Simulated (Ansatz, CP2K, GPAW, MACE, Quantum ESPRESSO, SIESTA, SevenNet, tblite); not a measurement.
**Other levels on random rock-salt alloy of NbC and TiC (64 atoms)**

The cell holds 64 atoms: 20 Ti, 32 C and 12 Nb. Its edges and angles: a = 8.762 Å, b = 8.762 Å, c = 8.762 Å, α = 90.0°, β = 90.0°, γ = 90.0°. It derives from NbC (rock-salt), repeated 2×2×2. Rock-salt NbC, 2 x 2 x 2 conventional cells, 20 of 32 Nb sites given to Ti at random (x = 0.625), lattice by Vegard's rule (a = 4.381 Å); not relaxed, displaced by a Gaussian of 0.02 Å. Then every atom was moved at random, 0.02 Å r.m.s. a Cartesian component.

Geometry: as built.

The reference, a calculation:

* method: Kohn-Sham DFT, PBE, SSSP efficiency 1.3.0 pseudopotentials, plane waves (Quantum ESPRESSO 7.5); sssp-pbe-1.3.0-efficiency, cutoffs 45/360 Ry, Γ point
* r.m.s. force component: 0.5196 eV/Å
* longest force: 2.174 eV/Å
* pressure: 2.944 GPa
* time: 3.8 min on 2 MPI ranks of Arm Neoverse V1, shared host
* CPU time: 7.6 min

**Question.** The same geometry is run in other programs. How far does each lie from the reference, and what does it cost?
- SIESTA PBE, DZP, shift 0.01 Ry, mesh 500 Ry (SIESTA 5.4.2; 2 MPI ranks)
- CP2K PBE, DZVP-MOLOPT-SR, 800/50 Ry, diagonalisation (CP2K 2026.2; 4 MPI ranks)
- SIESTA PBE, SZ, shift 0.01 Ry, mesh 500 Ry (SIESTA 5.4.2; 1 thread)
- SevenNet 0 potential (SevenNet 0; 1 thread)
- MACE MP-0b2 small potential (MACE MP-0b2 small; 1 thread)
- SIESTA PBE, SZP, shift 0.01 Ry, mesh 500 Ry (SIESTA 5.4.2; 2 MPI ranks)
- QE PBE, gbrv-1.5, 40/200 Ry (Quantum ESPRESSO 7.5; 2 MPI ranks)
- tblite GFN1-xTB (tblite 0.8.0; 1 thread)
- CP2K PBE, SZV-MOLOPT-SR, 800/50 Ry, diagonalisation (CP2K 2026.2; 2 threads)
- MACE MPA-0 medium potential (MACE MPA-0 medium; 1 thread)

Differences are against the plane-wave reference, forces as r.m.s. over components; share is that over the reference's r.m.s. force, slope the least-squares factor from reference forces to these. Total energies of different programs have different zeros and aren't compared.

```tsv
run	Δ force, r.m.s. (meV/Å)	share (%)	slope	Δ pressure (GPa)	cores	CPU time	memory (GiB)
reference	-	-	-	-	2	7.6 min	1.4
SIESTA PBE, DZP, shift 0.01 Ry, mesh 500 Ry	102	19.7	1.035	0.751	2	13 min	2.0
CP2K PBE, DZVP-MOLOPT-SR, 800/50 Ry, diagonalisation	13.3	2.56	1.003	-1.10	4	15 min	6.0
SIESTA PBE, SZ, shift 0.01 Ry, mesh 500 Ry (coarse)	313	60.2	1.175	-11.1	1	3.3 min	0.9
SevenNet 0 potential	193	37.1	0.713	2.36	1	8.3 s	0.98
MACE MP-0b2 small potential	187	36.0	0.792	3.68	1	7.1 s	0.66
SIESTA PBE, SZP, shift 0.01 Ry, mesh 500 Ry (coarse)	141	27.1	1.071	0.486	2	9.3 min	1.8
QE PBE, gbrv-1.5, 40/200 Ry	12.4	2.39	0.992	-0.338	2	6.2 min	0.73
tblite GFN1-xTB	390	75.1	0.547	-19.3	1	6 s	0.12
CP2K PBE, SZV-MOLOPT-SR, 800/50 Ry, diagonalisation (coarse)	170	32.6	0.980	-17.5	2	5.4 min	2.9
MACE MPA-0 medium potential	207	39.8	0.828	1.84	1	8.5 s	1
```

Rows marked coarse were listed beforehand as settings not expected to be converged; some can still land near the reference.

Times of the machine-learned potentials are mostly Python's start and the loading of weights.

CPU time is summed over cores on a shared host, where runs went side by side, so it is rough. Symmetry, cutoffs, thresholds, outputs and thread counts weren't matched or tuned between programs; memory under MPI is the largest rank's times the ranks.

PBE on plane waves or a grid with other potentials, cutoffs or grids, coarse settings apart, differs from the reference by 2.4 % (QE PBE, gbrv-1.5, 40/200 Ry) of the r.m.s. force; this holds the reference's own error, so differences of a few per cent don't tell which side is nearer the exact PBE result. The PBE runs in local orbitals, coarse settings apart, differ by 2.6 % (CP2K PBE, DZVP-MOLOPT-SR, 800/50 Ry, diagonalisation) to 20 % (SIESTA PBE, DZP, shift 0.01 Ry, mesh 500 Ry); basis, grid and potentials can all enter. Tight binding differs by 75 % (tblite GFN1-xTB); it is another model, with fitted parameters of its own, and the xTB methods hold dispersion. Machine-learned potentials differ by 36 % (MACE MP-0b2 small potential) to 40 % (MACE MPA-0 medium potential); they were trained on other programs' data. The reference samples few k-points for this cell, and its sampling error, which other DFT runs on the same mesh share, can be part of so large a difference. Among those trained on PBE data the slope goes as low as 0.71, which softening far from their training structures can give, though the reference's k-sampling is untested too. Periodic xTB results under one method name differ between programs and library versions. Machine-learned potentials mimic data converged in k, so the reference's own k-point error enters their differences. The electronic-structure runs sample only Γ, in a cell whose shortest periodic width is 9 Å.

[Logs are printed without paths, hosts, clocks, repeated set-up lines and the standing remarks that a program may print on its own settings, such as how far it seeks lower states.]

[Hosts, paths, dates, database ids (printed as entryN), source tags and the programs' standing remarks are cut or masked in the printed files.]
